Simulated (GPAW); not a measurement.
# How AlFe absorbs and reflects light, part 2 of 2

Aim: the dielectric function of AlFe, and the optical constants that follow from it.

GPAW 26.7.0; DFT, PBE, plane-wave PAW (GPAW data sets), scalar-relativistic, RPA, optical limit.

So far. Step 2 (Ground state): There are states at the Fermi level within the smearing, so the occupations stay smeared and the carriers get a Drude term.

### 4. Dielectric function, RPA

Transitions between filled and empty bands, summed over the zone, give the optical response, so mesh, band count and broadening shape it.

The induced potential is part of this response.

This step: DFT, PBE, plane-wave PAW (GPAW data sets), scalar-relativistic, RPA, optical limit (GPAW 26.7.0).

File df.py:

```python
from gpaw.response.df import DielectricFunction

df = DielectricFunction('full.gpw', frequencies={'type': 'nonlinear', 'domega0': 0.03, 'omega2': 8},
                        ecut=50,
                        eta=0.1,
                        nbands=21,
                        rate=0.1,
                        txt='df.txt')
for direction in ['x']:
    df.get_dielectric_function(xc='RPA', direction=direction, filename=f'df_{direction}.csv')
```

On the command line:

```console
OMP_NUM_THREADS=1 python df.py
```

Log:

```text
Using integrator: PointIntegrator
NonLinearFrequencyDescriptor(from 0.000 to 42.305 eV, 443 points)
Nonperiodic BCs:  [False False False]
Using integrator: PointIntegrator
NonLinearFrequencyDescriptor(from 0.000 to 42.305 eV, 443 points)
Nonperiodic BCs:  [False False False]
Using integrator: PointIntegrator

Calculating chi0 body with:
    Ground state adapter containing:
    Number of spins: 2
    Number of kpoints: 4096
    Number of irreducible kpoints: 165
    Number of completely occupied states: 3
    Number of partially occupied states: 7

    Linear response parametrization:
    q_c: [0.0, 0.0, 0.0]
    Number of frequency points: 443
    Planewave cutoff: 50.0
    Number of bands: 21
    Number of planewaves: 19
    Broadening (eta): 0.1

Integrating chi0 body.

Symmetries of q_c:
    Direct symmetries (Uq -> q): 48
    Indirect symmetries (TUq -> q): 0
In total 48 allowed symmetries.

165 groups of equivalent kpoints. 95.9716796875% reduction.

Integral kind: spectral function

Calculating chi0 optical extensions with:
    Ground state adapter containing:
    Number of spins: 2
    Number of kpoints: 4096
    Number of irreducible kpoints: 165
    Number of completely occupied states: 3
    Number of partially occupied states: 7

    Linear response parametrization:
    Number of frequency points: 443
    Planewave cutoff: 50.0
    Number of bands: 21
    Number of planewaves: 19
    Broadening (eta): 0.1
Integrating chi0 head and wings.

Symmetries of q_c:
    Direct symmetries (Uq -> q): 48
    Indirect symmetries (TUq -> q): 0
In total 48 allowed symmetries.

165 groups of equivalent kpoints. 95.9716796875% reduction.

Integral kind: spectral function wings

Calculating drude chi0 with:
    Number of frequency points:443
    Plasma frequency decay rate: 0.1 eV

    Ground state adapter containing:
    Number of spins: 2
    Number of kpoints: 4096
    Number of irreducible kpoints: 165
    Number of completely occupied states: 3
    Number of partially occupied states: 7

Symmetries of q_c:
    Direct symmetries (Uq -> q): 48
    Indirect symmetries (TUq -> q): 0
In total 48 allowed symmetries.

165 groups of equivalent kpoints. 95.9716796875% reduction.

Integral kind: intraband
Plasma frequency:
[[4.93-0.j 0.  +0.j 0.  +0.j]
 [0.  +0.j 4.93-0.j 0.  +0.j]
 [0.  +0.j 0.  +0.j 4.93-0.j]]
```

Elapsed: 13 s, on 1 thread of Arm Neoverse V1, shared host; peak memory 0.23 GiB.

This step gave:

```
centre of weight of the strongest loss peak in the window : 17.79 eV
```

The Im ε, E ∥ x has structure finer than the step of the table below, so its rows give means over 1 eV, whole bins alone (the curve runs from 0.305 to 25.0 eV). Peaks (eV: height): 1.5: 18.6, 5.0: 13.9, 6.2: 12.0.

Sum at mesh points, not converged in k. The Im ε, E ∥ x by photon energy; means over each step:

```
photon energy (eV)  Im ε, E ∥ x
                 1         21.1
                 2         13.0
                 3         7.32
                 4         4.71
                 5         10.3
                 6         10.1
                 7         8.36
                 8         6.02
                 9         3.64
                10         2.37
                11         1.74
                12         1.18
                13        0.880
                14        0.707
                15        0.613
                16        0.467
                17        0.420
                18        0.407
                19        0.356
                20        0.344
                21        0.310
                22        0.292
                23        0.253
                24        0.247
```

Values under 1 per cm are given as 1; sum at mesh points, not converged in k. Absorption coefficient, E ∥ x against photon energy:

```
photon energy (eV)  absorption coefficient, E ∥ x (1/cm)
              1.01                                 3.7e5
              1.99                                 4.9e5
              3.02                                 5.6e5
              3.98                                 3.7e5
              4.98                                 1.1e6
              6.02                                 1.2e6
              6.99                                 1.6e6
              8.03                                 1.8e6
              9.02                                 1.9e6
             10.03                                 1.7e6
             11.03                                 1.7e6
             12.02                                 1.6e6
             13.00                                 1.4e6
             14.04                                 1.3e6
             14.96                                 1.2e6
             16.03                                 9.7e5
             16.96                                 8.0e5
             18.05                                 6.8e5
             18.97                                 5.8e5
             20.06                                 5.5e5
             20.95                                 5.0e5
             22.02                                 4.6e5
             23.01                                 3.7e5
             24.04                                 3.6e5
```

The Im ε, E ∥ x has structure finer than the step of the table below, so its rows give means over 1 eV, whole bins alone (the curve runs from 0.305 to 25.0 eV). Peaks (eV: height): without local fields 1.5: 18.7, 5.0: 14.1, 6.2: 12.1; with local fields 1.5: 18.6, 5.0: 13.9, 6.2: 12.0.

Sum at mesh points, not converged in k. Im ε, E ∥ x against photon energy; means over each step:

```
photon energy (eV)  without local fields  with local fields
                 1                  21.2               21.1
                 2                  13.1               13.0
                 3                  7.40               7.32
                 4                  4.78               4.71
                 5                  10.5               10.3
                 6                  10.2               10.1
                 7                  8.62               8.36
                 8                  6.14               6.02
                 9                  3.64               3.64
                10                  2.38               2.37
                11                  1.76               1.74
                12                  1.19               1.18
                13                 0.890              0.880
                14                 0.711              0.707
                15                 0.621              0.613
                16                 0.476              0.467
                17                 0.438              0.420
                18                 0.395              0.407
                19                 0.322              0.356
                20                 0.294              0.344
                21                 0.254              0.310
                22                 0.221              0.292
                23                 0.179              0.253
                24                 0.164              0.247
```

The reflectivity at normal incidence, E ∥ x has structure finer than the step of the table below, so its rows give means over 0.5 eV, whole bins alone (the curve runs from 0.305 to 25.0 eV). Peaks (eV: height): 5.08: 45.0, 9.62: 55.3, 13.43: 51.4.

Sum at mesh points, not converged in k. The reflectivity at normal incidence, E ∥ x by photon energy; means over each step:

```
photon energy (eV)  reflectivity at normal incidence, E ∥ x (%)
               1.0                                         64.3
               1.5                                         51.8
               2.0                                         45.2
               2.5                                         44.5
               3.0                                         35.6
               3.5                                         25.6
               4.0                                         22.5
               4.5                                         30.7
               5.0                                         41.8
               5.5                                         35.6
               6.0                                         38.1
               6.5                                         47.1
               7.0                                         45.7
               7.5                                         47.1
               8.0                                         48.4
               8.5                                         52.8
               9.0                                         53.6
               9.5                                         53.4
              10.0                                         51.5
              10.5                                         50.4
              11.0                                         51.7
              11.5                                         51.4
              12.0                                         53.5
              12.5                                         50.7
              13.0                                         46.4
              13.5                                         47.5
              14.0                                         41.5
              14.5                                         39.3
              15.0                                         36.1
              15.5                                         36.7
              16.0                                         33.3
              16.5                                         26.3
              17.0                                         22.7
              17.5                                         17.7
              18.0                                         15.5
              18.5                                         13.6
              19.0                                         10.9
              19.5                                         8.77
              20.0                                         7.94
              20.5                                         6.62
              21.0                                         5.69
              21.5                                         4.53
              22.0                                         4.10
              22.5                                         3.38
              23.0                                         2.75
              23.5                                         1.99
              24.0                                         1.52
              24.5                                         1.24
```

Sum at mesh points, not converged in k. Table of loss function −Im 1/ε at q → 0, E ∥ x by energy loss; read off at these points:

```
energy loss (eV)  loss function −Im 1/ε at q → 0, E ∥ x
            0.50                                0.00634
            1.00                                 0.0476
            1.50                                 0.0541
            2.00                                 0.0876
            2.50                                 0.0876
            3.00                                  0.140
            3.50                                  0.176
            4.00                                  0.113
            4.50                                 0.0575
            5.00                                 0.0671
            5.50                                  0.113
            6.00                                 0.0891
            6.50                                 0.0864
            7.00                                  0.114
            7.50                                  0.120
            8.00                                  0.129
            8.50                                  0.136
            9.00                                  0.149
            9.50                                  0.172
           10.00                                  0.211
           10.50                                  0.236
           11.00                                  0.249
           11.50                                  0.302
           12.00                                  0.314
           12.50                                  0.412
           13.00                                  0.546
           13.50                                  0.585
           14.00                                  0.763
           14.50                                  0.923
           15.00                                   1.09
           15.50                                   1.40
           16.00                                   1.77
           16.50                                   2.17
           17.00                                   2.41
           17.28                                   2.51
           17.50                                   2.31
           18.00                                   2.38
           18.50                                   2.16
           18.62                                   2.28
           19.00                                   1.95
           19.50                                   1.68
           20.00                                   1.57
           20.50                                   1.36
           21.00                                   1.24
           21.50                                   1.01
           22.00                                  0.990
           22.50                                  0.820
           23.00                                  0.677
           23.50                                  0.554
           24.00                                  0.490
           24.50                                  0.455
```

Optical constants at common wavelengths, from n + ik = √ε:

```
wavelength (nm)     n      k  R (%)     1/α
           1064  2.42  2.962   52.7   29 nm
            633  2.39  2.486   45.9   20 nm
            532  2.51  2.366   44.0   18 nm
            450  1.90  2.111   40.9   17 nm
            405  1.93  1.786   34.4   18 nm
            365  1.79  1.419   26.9   20 nm
            248  3.01  2.306   43.8  8.6 nm
```

A polished face would reflect 44 % of daylight and look light grey (CIE x = 0.316, y = 0.337 under D65).

### 5. Summary of results

| Property | Result |
| --- | --- |
| centre of weight of the strongest loss peak in the window, first axis | 17.8 eV |

**Reading.** At this level (PBE, RPA) AlFe is a metal. The mesh is too coarse to trust the carriers' weight, the reflectivity or the colour to better than tens of per cent. A polished face would reflect 44 % of daylight and look light grey (CIE x = 0.316, y = 0.337 under D65). The carriers' damping of 0.1 eV is typed, not computed; it shapes the response at the lowest energies. The magnetic state comes from one start and need not be the lowest. In this version of GPAW the matrix elements of the optical limit are incomplete, which can lower ε − 1 by up to a tenth where first-row anions or d states rule, and shift it by more in d metals. GPAW's carrier term has the form −ωp²/(ω + i·rate)², which damps like twice the rate and fails at low energy, so the curves leave the lowest energies out. The sum runs over mesh points 0.13 Å⁻¹ apart with no interpolation, so peaks are partly noise of the mesh, and the Drude plasma energy, a sum over the Fermi surface, isn't converged.

[Machine, clock and banner lines and Python warnings are left out of the logs.]

[Logs are printed without paths, hosts, clocks, repeated set-up lines and the standing remarks that a program may print on its own settings, such as how far it seeks lower states.]

[Hosts, paths, dates, database ids (printed as entryN), source tags and the programs' standing remarks are cut or masked in the printed files.]
